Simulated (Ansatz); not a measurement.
# Is ScZnGa in the AlB2 type a stable metal?

The plan: relax ScZnGa in the AlB2 type, check its phonons, and, if the lattice is stable, compute its Eliashberg function and ρ(T).

Method: DFT PBEsol, scalar-relativistic, plane waves, PAW; PAW set soft_1, in Ansatz 0.2.0.

Most raw output is cut from this account.

The structure was built from a prototype and need not be the compound's stable phase.

**1. The structure**

Symmetry: P-6m2, No. 187, hexagonal system. Conventional cell: a = 4.035 Å, b = 4.035 Å, c = 4.237 Å, α = 90.00°, β = 90.00°, γ = 120.00°. Nearest to Sc lie 6 Ga at 3.15 Å and 6 Zn at 3.15 Å. Nearest to Ga lie 3 Zn at 2.33 Å and 6 Sc at 3.15 Å. Zn has 3 Ga at 2.33 Å and 6 Sc at 3.15 Å nearest. Farther neighbours are not listed.

As a file:

```cif
data_structure
_symmetry_space_group_name_H-M 'P-6m2'
_symmetry_Int_Tables_number 187
_cell_length_a 4.0354
_cell_length_b 4.0354
_cell_length_c 4.2372
_cell_angle_alpha 90.000
_cell_angle_beta 90.000
_cell_angle_gamma 120.000
_cell_volume 59.76
loop_
_atom_site_label
_atom_site_type_symbol
_atom_site_symmetry_multiplicity
_atom_site_Wyckoff_symbol
_atom_site_fract_x
_atom_site_fract_y
_atom_site_fract_z
_atom_site_occupancy
Sc1 Sc 1 a 0.00000 0.00000 0.00000 1
Ga1 Ga 1 d 0.33333 0.66667 0.50000 1
Zn1 Zn 1 f 0.66667 0.33333 0.50000 1
```

**2. Relaxation**

The structure is brought to rest under this functional.

input.yaml

```yaml
crystal:
  lattice:
    - [4.03542, 0.0, 0.0]
    - [-2.01771, 3.49478, 0.0]
    - [0.0, 0.0, 4.23719]
  atoms:
    - { symbol: Sc, position: [0.0, 0.0, 0.0] }
    - { symbol: Ga, position: [0.33333333, 0.66666667, 0.5] }
    - { symbol: Zn, position: [0.66666667, 0.33333333, 0.5] }
kpoints:
  mp_grid: { grid: [9, 9, 8] }
hamiltonian:
  xc: pbesol
  pseudopotentials: { kind: paw, azcp: { folder: soft_1 }, xc_functional: pbe }
scf:
  occupations: { method: gaussian, width: 0.1 }
output:
  forces: true
  stress: true
  eigenvalues: true
relax:
  adjacent_minimum: "off"
  f_tol: 0.005
  max_steps: 80
  cell: { stress_tol: 0.05 }
```

Launch:

```sh
> ansatz run input.yaml --threads 4 --pin off --max-ram 12288MiB --backend cpu --events-out ev --progress --plain --runs-dir out
```

The job ended after 29 s (4 threads of Arm Neoverse V1, shared host; peak memory 0.48 GiB).

Step by step:

| step | energy less that of the first step (eV) | largest force component (eV/Å) | pressure (GPa) | volume (Å³) |
| --- | --- | --- | --- | --- |
| 1 | 0.0000 | 0.0000 | -4.40 | 59.76 |
| 2 | -0.1965 | 0.0000 | -2.33 | 56.87 |
| 3 | -0.4119 | 0.0000 | -1.54 | 54.93 |
| 4 | -0.6144 | 0.0000 | -1.22 | 53.35 |
| 5 | -0.7652 | 0.0000 | -0.08 | 51.49 |
| 6 | -0.8096 | 0.0000 | -0.83 | 51.28 |
| 7 | -0.8158 | 0.0000 | 0.23 | 50.47 |
| 8 | -0.8158 | 0.0000 | 0.02 | 50.58 |
| 9* | -0.8148 | 0.0000 | 0.01 | 50.58 |

Relaxation steps marked * repeat the geometry before them on a plane-wave basis chosen anew for their cell, so energy and pressure can jump there.

The run keeps the 12 symmetry operations that it works with, so distortions that break them were not tested.

| cell as run | before | after | change |
| --- | --- | --- | --- |
| a (Å) | 4.035 | 4.249 | +5.3 % |
| b (Å) | 4.035 | 4.249 | +5.3 % |
| c (Å) | 4.237 | 3.236 | -23.6 % |
| volume (Å³/atom) | 19.92 | 16.86 | -15.4 % |

The relaxed structure:

```xyz
3
Lattice="4.2486 0.0000 0.0000 -2.1243 3.6794 0.0000 0.0000 0.0000 3.2358" Properties=species:S:1:pos:R:3 pbc="T T T"
Sc    0.0000    0.0000    0.0000
Ga    0.0000    2.4529    1.6179
Zn    2.1243    1.2265    1.6179
```

This step gave:

```
pressure          : 0.006481 GPa
volume per atom   : 16.86 Å³/atom
metallic on mesh  : yes
gap on the k-mesh : 0 eV
```

The largest force is now zero by symmetry and the largest stress component 0.021 GPa.

**3. Relaxation**

The relaxation is repeated from the new cell as a check.

input.yaml, the sections that differ from step 2:

```yaml
crystal:
  lattice:
    - [4.2486088272, 0.0, 0.0]
    - [-2.1243044136, 3.6794031751, 0.0]
    - [0.0, 0.0, 3.2358117694]
  atoms:
    - { symbol: Sc, position: [0.0, 0.0, 0.0] }
    - { symbol: Ga, position: [0.3333333333, 0.6666666667, 0.5] }
    - { symbol: Zn, position: [0.6666666667, 0.3333333333, 0.5] }
kpoints:
  mp_grid: { grid: [9, 9, 10] }
# hamiltonian, scf, output, relax: as in step 2
```

Elapsed: 14 s, on 4 threads; peak memory 0.47 GiB.

Relaxation path:

| step | energy less that of the first step (eV) | largest force component (eV/Å) | pressure (GPa) | volume (Å³) |
| --- | --- | --- | --- | --- |
| 1 | 0.0000 | 0.0000 | 0.09 | 50.58 |
| 2 | -0.0014 | 0.0000 | 0.44 | 50.29 |
| 3 | -0.0016 | 0.0000 | -0.24 | 50.62 |
| 4 | -0.0017 | 0.0000 | 0.00 | 50.50 |
| 5 | -0.0017 | 0.0000 | 0.00 | 50.50 |

The log counts 1 steps on a newly chosen plane-wave basis, not all of them marked here; energy and pressure can jump at such steps.

| conventional cell, symmetrised | before | after | change |
| --- | --- | --- | --- |
| a (Å) | 4.249 | 4.267 | +0.4 % |
| b (Å) | 4.249 | 4.267 | +0.4 % |
| c (Å) | 3.236 | 3.203 | -1.0 % |
| volume (Å³/atom) | 16.86 | 16.83 | -0.2 % |

Final coordinates:

```xyz
3
Lattice="4.2670 0.0000 0.0000 -2.1335 3.6953 0.0000 0.0000 0.0000 3.2027" Properties=species:S:1:pos:R:3 pbc="T T T"
Sc    0.0000    0.0000    0.0000
Ga    0.0000    2.4636    1.6013
Zn    2.1335    1.2318    1.6013
```

This step gave:

```yaml
pressure: -0.002251 GPa
volume_per_atom: 16.83 Å³/atom
```

The largest force is now zero by symmetry and the largest stress component 0.0038 GPa.

**4. Tight relaxation**

No force is left; the cell is relaxed once more with another smearing and tight thresholds.

input.yaml, the sections that differ from step 3:

```yaml
crystal:
  lattice:
    - [4.267011886, 0.0, 0.0]
    - [-2.133505943, 3.6953406915, 0.0]
    - [0.0, 0.0, 3.2026908356]
  atoms:
    - { symbol: Sc, position: [0.0, 0.0, 0.0] }
    - { symbol: Ga, position: [0.3333333333, 0.6666666667, 0.5] }
    - { symbol: Zn, position: [0.6666666667, 0.3333333333, 0.5] }
kpoints:
  mp_grid: { grid: [9, 9, 8] }
scf:
  occupations: { method: methfessel_paxton, width: 0.2 }
relax:
  adjacent_minimum: "off"
  f_tol: 0.001
  max_steps: 60
  cell: { stress_tol: 0.01 }
# hamiltonian, output: as in step 3
```

Run time: 11 s. Hardware: 4 threads; peak memory 0.46 GiB; 42 s of CPU time.

Relaxation path:

| step | energy less that of the first step (eV) | largest force component (eV/Å) | pressure (GPa) | volume (Å³) |
| --- | --- | --- | --- | --- |
| 1 | 0.0000 | 0.0000 | -0.08 | 50.50 |
| 2 | -0.0012 | 0.0000 | -0.43 | 50.80 |
| 3 | -0.0016 | 0.0000 | 0.11 | 50.52 |
| 4 | -0.0016 | 0.0000 | 0.00 | 50.57 |
| 5 | -0.0016 | 0.0000 | 0.00 | 50.57 |

The log counts 1 steps on a newly chosen plane-wave basis, not all of them marked here; energy and pressure can jump at such steps.

| conventional cell, symmetrised | before | after | change |
| --- | --- | --- | --- |
| a (Å) | 4.267 | 4.251 | -0.4 % |
| b (Å) | 4.267 | 4.251 | -0.4 % |
| c (Å) | 3.203 | 3.232 | +0.9 % |
| volume (Å³/atom) | 16.83 | 16.86 | +0.1 % |

Final coordinates:

```xyz
3
Lattice="4.2509 0.0000 0.0000 -2.1254 3.6814 0.0000 0.0000 0.0000 3.2316" Properties=species:S:1:pos:R:3 pbc="T T T"
Sc    0.0000    0.0000    0.0000
Ga    0.0000    2.4542    1.6158
Zn    2.1254    1.2271    1.6158
```

Numbers from this step:

* pressure: -0.001878 GPa
* volume per atom: 16.86 Å³/atom

The largest force is now zero by symmetry and the largest stress component 0.0029 GPa, small enough for phonons.

**5. Phonons: q 2×2×2, k 4×4×6**

Before any scattering is computed, the phonons show whether the structure is a minimum.

input.yaml

```yaml
crystal:
  lattice:
    - [4.2508851624, 0.0, 0.0]
    - [-2.1254425812, 3.6813745392, 0.0]
    - [0.0, 0.0, 3.2315701124]
  atoms:
    - { symbol: Sc, position: [0.0, 0.0, 0.0] }
    - { symbol: Ga, position: [0.3333333333, 0.6666666667, 0.5] }
    - { symbol: Zn, position: [0.6666666667, 0.3333333333, 0.5] }
kpoints:
  mp_grid: { grid: [4, 4, 6] }
hamiltonian:
  xc: pbesol
  pseudopotentials: { kind: paw, azcp: { folder: soft_1 }, xc_functional: pbe }
scf:
  occupations: { method: methfessel_paxton, width: 0.2 }
output:
  eigenvalues: true
phonons:
  method: dfpt
  qmesh: [2, 2, 2]
  temperatures: { t_max: 1000, t_step: 50 }
  qpath:
    path:
      - [[0.0, 0.0, 0.0], [0.5, 0.0, 0.0], [0.33333333, 0.33333333, 0.0], [0.0, 0.0, 0.0], [0.0, 0.0, 0.5], [0.5, 0.0, 0.5], [0.33333333, 0.33333333, 0.5], [0.0, 0.0, 0.5]]
      - [[0.5, 0.0, 0.5], [0.5, 0.0, 0.0]]
      - [[0.33333333, 0.33333333, 0.5], [0.33333333, 0.33333333, 0.0]]
    npoints: 10
```

Run time: 33 s. Hardware: 4 threads; peak memory 0.52 GiB.

Numbers from this step:

| Property | Result |
| --- | --- |
| share of imaginary modes in the plain interpolation between solved wavevectors | 0.0381 |
| highest frequency, solved or plainly interpolated | 273.6 cm⁻¹ |

Solved on the 2×2×2 mesh alone; all other wavevectors are interpolated. Phonon branches along the path, in cm⁻¹:

| point | branch 1 | branch 2 | branch 3 | branch 4 | branch 5 | branch 6 | branch 7 | branch 8 | branch 9 |
| --- | --- | --- | --- | --- | --- | --- | --- | --- | --- |
| Γ | 0 | 0 | 0 | 98 | 183 | 226 | 226 | 252 | 252 |
| halfway | 69 | 72 | 96 | 119 | 181 | 183 | 198 | 251 | 265 |
| M | 89 | 95 | 108 | 142 | 173 | 183 | 200 | 216 | 271 |
| halfway | 88 | 95 | 110 | 142 | 160 | 184 | 209 | 226 | 263 |
| K | 88 | 95 | 114 | 143 | 145 | 186 | 228 | 231 | 248 |
| halfway | 76 | 80 | 96 | 136 | 177 | 181 | 187 | 257 | 260 |
| Γ | 0 | 0 | 0 | 98 | 183 | 226 | 226 | 252 | 252 |
| halfway | 9 | 79 | 80 | 80 | 223 | 225 | 225 | 245 | 245 |
| A | -97 | 96 | 116 | 116 | 222 | 222 | 238 | 238 | 263 |
| halfway | -74 | 80 | 113 | 136 | 209 | 210 | 227 | 243 | 258 |
| L | -41 | 53 | 111 | 176 | 188 | 196 | 199 | 248 | 258 |
| halfway | -40 | 54 | 115 | 181 | 191 | 192 | 199 | 228 | 269 |
| H | -39 | 56 | 117 | 189 | 196 | 197 | 199 | 202 | 274 |
| halfway | -68 | 75 | 114 | 141 | 205 | 208 | 229 | 232 | 262 |
| A | -97 | 96 | 116 | 116 | 222 | 222 | 238 | 238 | 263 |
| jump to L | -41 | 53 | 111 | 176 | 188 | 196 | 199 | 248 | 258 |
| halfway | 56 | 71 | 110 | 162 | 183 | 186 | 200 | 238 | 261 |
| M | 89 | 95 | 108 | 142 | 173 | 183 | 200 | 216 | 271 |
| jump to H | -39 | 56 | 117 | 189 | 196 | 197 | 199 | 202 | 274 |
| halfway | 58 | 70 | 116 | 160 | 166 | 195 | 219 | 221 | 260 |
| K | 88 | 95 | 114 | 143 | 145 | 186 | 228 | 231 | 248 |

Lowest modes at the softest wavevector of the mesh. Modes at q = (0.000, 0.000, 0.500), with each element's share of the kinetic energy (negative means imaginary):

| mode | frequency (cm⁻¹) | Sc % | Ga % | Zn % |
| --- | --- | --- | --- | --- |
| 1 | -97.1 | 0 | 39 | 61 |
| 2 | 95.7 | 0 | 61 | 39 |
| 3 | 115.5 | 0 | 50 | 50 |
| 4 | 115.5 | 0 | 50 | 50 |
| 5 | 221.9 | 100 | 0 | 0 |
| 6 | 221.9 | 100 | 0 | 0 |

Displacements in mode 1 (-97.1 cm⁻¹), the largest set to 1, in the home cell:
```
Sc1  0.00  0.00  0.00
Ga2  0.00  0.00 -0.77
Zn3  0.00  0.00  1.00
```

Displacements in mode 3 (115.5 cm⁻¹), the largest set to 1, in the home cell (x, y, z of the real part, then of the imaginary part):
```
Sc1  0.00  0.00  0.00  0.00  0.00  0.00
Ga2 -0.69  0.96  0.00  0.26  0.19  0.00
Zn3 -0.71  0.98  0.00  0.27  0.19  0.00
```

Among the solved wavevectors the lowest mode, translations apart, is -97.1 cm⁻¹, imaginary.

**6. Lattice stability: q 3×3×2, k 6×6×8**

An imaginary mode on so few k-points may come from the sampling, so the phonons are repeated with another q and k mesh.

input.yaml: that of step 5 with these lines changed.

```diff
@@ -10,3 +10,3 @@
 kpoints:
-  mp_grid: { grid: [4, 4, 6] }
+  mp_grid: { grid: [6, 6, 8] }
 hamiltonian:
@@ -20,3 +20,3 @@
   method: dfpt
-  qmesh: [2, 2, 2]
+  qmesh: [3, 3, 2]
   temperatures: { t_max: 1000, t_step: 50 }
```

Elapsed: 2 min, on 4 threads; peak memory 0.71 GiB; 7.8 min of CPU time.

This step gave:

```
share of imaginary modes in the plain interpolation between solved wavevectors : 0.0236
highest frequency, solved or plainly interpolated                              : 278 cm⁻¹
```

Solved on the 3×3×2 mesh alone; all other wavevectors are interpolated. Phonon branches along the path, in cm⁻¹:

| point | branch 1 | branch 2 | branch 3 | branch 4 | branch 5 | branch 6 | branch 7 | branch 8 | branch 9 |
| --- | --- | --- | --- | --- | --- | --- | --- | --- | --- |
| Γ | 0 | 0 | 0 | 92 | 187 | 220 | 220 | 248 | 248 |
| halfway | 70 | 75 | 95 | 125 | 184 | 187 | 192 | 249 | 261 |
| M | 92 | 99 | 107 | 150 | 167 | 189 | 208 | 215 | 267 |
| halfway | 92 | 100 | 112 | 146 | 154 | 189 | 212 | 224 | 261 |
| K | 94 | 100 | 121 | 140 | 141 | 189 | 225 | 226 | 253 |
| halfway | 77 | 84 | 96 | 140 | 179 | 183 | 187 | 252 | 258 |
| Γ | 0 | 0 | 0 | 92 | 187 | 220 | 220 | 248 | 248 |
| halfway | -22 | 77 | 77 | 86 | 215 | 215 | 229 | 245 | 245 |
| A | -97 | 107 | 112 | 112 | 209 | 209 | 242 | 242 | 271 |
| halfway | -61 | 77 | 114 | 138 | 199 | 201 | 228 | 245 | 259 |
| L | -13 | 45 | 114 | 178 | 187 | 194 | 196 | 248 | 258 |
| halfway | 11 | 50 | 120 | 182 | 190 | 192 | 200 | 226 | 272 |
| H | 19 | 55 | 124 | 191 | 194 | 198 | 198 | 201 | 278 |
| halfway | -51 | 70 | 116 | 143 | 196 | 201 | 229 | 233 | 264 |
| A | -97 | 107 | 112 | 112 | 209 | 209 | 242 | 242 | 271 |
| jump to L | -13 | 45 | 114 | 178 | 187 | 194 | 196 | 248 | 258 |
| halfway | 66 | 72 | 110 | 165 | 179 | 186 | 204 | 238 | 259 |
| M | 92 | 99 | 107 | 150 | 167 | 189 | 208 | 215 | 267 |
| jump to H | 19 | 55 | 124 | 191 | 194 | 198 | 198 | 201 | 278 |
| halfway | 70 | 73 | 123 | 161 | 164 | 195 | 217 | 219 | 265 |
| K | 94 | 100 | 121 | 140 | 141 | 189 | 225 | 226 | 253 |

Lowest modes at the softest wavevector of the mesh. Modes at q = (0.000, 0.000, 0.500), with each element's share of the kinetic energy (negative means imaginary):

| mode | frequency (cm⁻¹) | Sc % | Ga % | Zn % |
| --- | --- | --- | --- | --- |
| 1 | -96.8 | 0 | 43 | 57 |
| 2 | 107.4 | 0 | 57 | 43 |
| 3 | 112.0 | 0 | 50 | 50 |
| 4 | 112.0 | 0 | 50 | 50 |
| 5 | 209.3 | 100 | 0 | 0 |
| 6 | 209.3 | 100 | 0 | 0 |

Displacements in mode 1 (-96.8 cm⁻¹), the largest set to 1, in the home cell:
```
Sc1  0.00  0.00  0.00
Ga2  0.00  0.00 -0.84
Zn3  0.00  0.00  1.00
```

Displacements in mode 6 (209.3 cm⁻¹), the largest set to 1, in the home cell:
```
Sc1 0.00 1.00 0.00
Ga2 0.00 0.00 0.00
Zn3 0.00 0.00 0.00
```

The modes has structure finer than the step of the table below, so its rows give means over 10 cm⁻¹, whole bins alone (the curve runs from -106 to 296 cm⁻¹). Peaks (cm⁻¹: height): Ga 76.1: 0.0247, 114.0: 0.0242, 157.0: 0.0142, 189.9: 0.0103, 245.5: 0.0226, 260.7: 0.0263; Sc 189.9: 0.0750, 260.7: 0.0204; Zn 43.2: 0.00767, 96.3: 0.0230, 114.0: 0.0246, 157.0: 0.0148, 187.3: 0.0109, 245.5: 0.0211, 260.7: 0.0248.

Phonopy on the run's constants, 15x15x17 mesh, Gaussian sigma 2.9 cm⁻¹. The modes by wavenumber; means over each step; values in 1/cm⁻¹/cell:

| wavenumber (cm⁻¹) | Ga | Sc | Zn |
| --- | --- | --- | --- |
| -100 | 5.6e-5 | 0 | 7.6e-5 |
| -90 | 4.1e-4 | 0 | 5.5e-4 |
| -80 | 6.5e-4 | 0 | 9.2e-4 |
| -70 | 8.5e-4 | 2.5e-7 | 0.00126 |
| -60 | 8.9e-4 | 9.0e-6 | 0.00142 |
| -50 | 9.7e-4 | 1.4e-5 | 0.00169 |
| -40 | 0.00105 | 2.4e-5 | 0.00202 |
| -30 | 7.4e-4 | 4.4e-5 | 0.00186 |
| -20 | 5.5e-4 | 6.5e-5 | 0.00182 |
| -10 | 4.4e-4 | 1.5e-4 | 0.00250 |
| 0 | 6.1e-5 | 3.6e-5 | 2.9e-4 |
| 10 | 2.2e-4 | 1.1e-4 | 0.00169 |
| 20 | 6.8e-4 | 3.7e-4 | 0.00421 |
| 30 | 0.00109 | 4.2e-4 | 0.00445 |
| 40 | 0.00221 | 8.5e-4 | 0.00586 |
| 50 | 0.00895 | 0.00187 | 0.00584 |
| 60 | 0.0151 | 0.00325 | 0.00954 |
| 70 | 0.0210 | 0.00413 | 0.0141 |
| 80 | 0.0228 | 0.00329 | 0.0155 |
| 90 | 0.0207 | 0.00214 | 0.0192 |
| 100 | 0.0118 | 0.00174 | 0.0180 |
| 110 | 0.0199 | 0.00131 | 0.0201 |
| 120 | 0.0151 | 7.0e-4 | 0.0155 |
| 130 | 0.00401 | 4.3e-4 | 0.00401 |
| 140 | 0.00483 | 0.00156 | 0.00485 |
| 150 | 0.00986 | 0.00632 | 0.0102 |
| 160 | 0.0122 | 0.00929 | 0.0126 |
| 170 | 0.00805 | 0.0134 | 0.00842 |
| 180 | 0.00720 | 0.0272 | 0.00809 |
| 190 | 0.00988 | 0.0674 | 0.0101 |
| 200 | 0.00848 | 0.0535 | 0.00805 |
| 210 | 0.00734 | 0.0325 | 0.00802 |
| 220 | 0.00560 | 0.0118 | 0.00577 |
| 230 | 0.00992 | 0.0105 | 0.00938 |
| 240 | 0.0176 | 0.0110 | 0.0164 |
| 250 | 0.0195 | 0.0104 | 0.0182 |
| 260 | 0.0224 | 0.0172 | 0.0211 |
| 270 | 0.00638 | 0.00637 | 0.00592 |
| 280 | 6.1e-4 | 6.4e-4 | 5.6e-4 |
| 290 | 1.5e-6 | 1.5e-6 | 1.5e-6 |

No LO-TO term; unit eigenvectors of the mass-weighted matrix. The modes at Γ (shares of kinetic energy by element, %):

| mode | frequency (cm⁻¹) | symmetry | Sc % | Ga % | Zn % |
| --- | --- | --- | --- | --- | --- |
| 1 | 0.0 | unnamed | 25 | 39 | 36 |
| 2 | 0.0 | unnamed | 25 | 39 | 36 |
| 3 | 0.0 | unnamed | 25 | 39 | 36 |
| 4 | 91.6 | A2'' | 0 | 49 | 51 |
| 5 | 187.0 | A2'' | 75 | 12 | 13 |
| 6 | 219.6 | E' | 74 | 9 | 17 |
| 7 | 219.6 | E' | 74 | 9 | 17 |
| 8 | 247.8 | E' | 1 | 53 | 47 |
| 9 | 247.8 | E' | 1 | 53 | 47 |

Displacements in mode 4 (91.6 cm⁻¹), the largest set to 1:
```
Sc1  0.00  0.00  0.03
Ga2  0.00  0.00 -0.96
Zn3  0.00  0.00  1.00
```

Displacements in mode 7 (219.6 cm⁻¹), the largest set to 1:
```
Sc1  0.00  1.00  0.00
Ga2  0.00 -0.27  0.00
Zn3  0.00 -0.40  0.00
```

Among the solved wavevectors the lowest mode, translations apart, is -96.8 cm⁻¹, imaginary.

**7. Lattice stability: Fermi–Dirac smearing of 0.3 eV**

The phonons are repeated on the same meshes with a wide Fermi–Dirac smearing, to see whether the soft mode comes from sharp features of the Fermi surface.

input.yaml: that of step 6 with these lines changed.

```diff
@@ -15,3 +15,3 @@
 scf:
-  occupations: { method: methfessel_paxton, width: 0.2 }
+  occupations: { method: fermi_dirac, width: 0.3 }
 output:
```

It took 2.2 min on 4 threads; peak memory 0.75 GiB.

This step gave:

| Property | Result |
| --- | --- |
| highest frequency, solved or plainly interpolated | 276.2 cm⁻¹ |

Solved on the 3×3×2 mesh alone; all other wavevectors are interpolated. The phonon branches at the labelled points (cm⁻¹):

| point | branch 1 | branch 2 | branch 3 | branch 4 | branch 5 | branch 6 | branch 7 | branch 8 | branch 9 |
| --- | --- | --- | --- | --- | --- | --- | --- | --- | --- |
| Γ | 0 | 0 | 0 | 95 | 188 | 215 | 215 | 246 | 246 |
| halfway | 68 | 74 | 96 | 123 | 181 | 187 | 189 | 247 | 260 |
| M | 93 | 97 | 108 | 151 | 164 | 186 | 203 | 216 | 269 |
| halfway | 94 | 98 | 113 | 148 | 155 | 186 | 210 | 224 | 262 |
| K | 94 | 98 | 120 | 144 | 146 | 185 | 224 | 228 | 252 |
| halfway | 75 | 82 | 97 | 138 | 176 | 181 | 187 | 251 | 258 |
| Γ | 0 | 0 | 0 | 95 | 188 | 215 | 215 | 246 | 246 |
| halfway | 52 | 77 | 77 | 81 | 213 | 213 | 222 | 244 | 244 |
| A | -61 | 100 | 112 | 112 | 209 | 209 | 243 | 243 | 257 |
| halfway | -42 | 70 | 113 | 136 | 198 | 201 | 226 | 244 | 255 |
| L | -37 | 42 | 114 | 175 | 187 | 190 | 196 | 246 | 258 |
| halfway | -25 | 41 | 118 | 179 | 189 | 190 | 196 | 225 | 270 |
| H | -10 | 42 | 122 | 190 | 193 | 195 | 197 | 198 | 276 |
| halfway | -35 | 62 | 115 | 142 | 196 | 199 | 228 | 230 | 261 |
| A | -61 | 100 | 112 | 112 | 209 | 209 | 243 | 243 | 257 |
| jump to L | -37 | 42 | 114 | 175 | 187 | 190 | 196 | 246 | 258 |
| halfway | 58 | 74 | 111 | 163 | 178 | 186 | 198 | 238 | 260 |
| M | 93 | 97 | 108 | 151 | 164 | 186 | 203 | 216 | 269 |
| jump to H | -10 | 42 | 122 | 190 | 193 | 195 | 197 | 198 | 276 |
| halfway | 67 | 70 | 121 | 162 | 165 | 193 | 217 | 218 | 263 |
| K | 94 | 98 | 120 | 144 | 146 | 185 | 224 | 228 | 252 |

Lowest modes at the softest wavevector of the mesh. Modes at q = (0.000, 0.000, 0.500), with each element's share of the kinetic energy (negative means imaginary):

| mode | frequency (cm⁻¹) | Sc % | Ga % | Zn % |
| --- | --- | --- | --- | --- |
| 1 | -60.6 | 0 | 41 | 59 |
| 2 | 100.2 | 0 | 59 | 41 |
| 3 | 111.7 | 0 | 50 | 50 |
| 4 | 111.7 | 0 | 50 | 50 |
| 5 | 208.9 | 100 | 0 | 0 |
| 6 | 208.9 | 100 | 0 | 0 |

Displacements in mode 1 (-60.6 cm⁻¹), the largest set to 1, in the home cell:
```
Sc1  0.00  0.00  0.00
Ga2  0.00  0.00 -0.80
Zn3  0.00  0.00  1.00
```

Displacements in mode 4 (111.7 cm⁻¹), the largest set to 1, in the home cell (x, y, z of the real part, then of the imaginary part):
```
Sc1  0.00  0.00  0.00  0.00  0.00  0.00
Ga2  0.23  0.97  0.00 -0.15  0.04  0.00
Zn3  0.23  1.00  0.00 -0.16  0.04  0.00
```

Among the solved wavevectors the lowest mode, translations apart, is -60.6 cm⁻¹, imaginary.

**8. Results**

| Item | Value |
| --- | --- |
| phonon run of the rows without a label of their own | PBEsol, q 3×3×2, k 6×6×8 |
| softest mode on the q mesh | -96.8 cm⁻¹ at q = (0, 0, 0.5) |
| highest frequency, solved or plainly interpolated | 278 cm⁻¹ |

In words: The lattice is dynamically unstable at this level: a mode at q = (0, 0, 0.5) is imaginary, 96.8i cm⁻¹, so no harmonic coupling constant or resistivity is defined for this structure. These meshes are coarse, and single modes of a metal can move by tens of cm⁻¹ with the k mesh. The phonon runs are not spin-polarised. The PAW files were made for PBE; under other functionals the run regenerates their frozen core. The structure was built by hand as an ordered model, and its stability against other phases was not tested.

[Logs are printed without paths, hosts, clocks, repeated set-up lines and the standing remarks that a program may print on its own settings, such as how far it seeks lower states.]

[Hosts, paths, dates, database ids (printed as entryN), source tags and the programs' standing remarks are cut or masked in the printed files.]
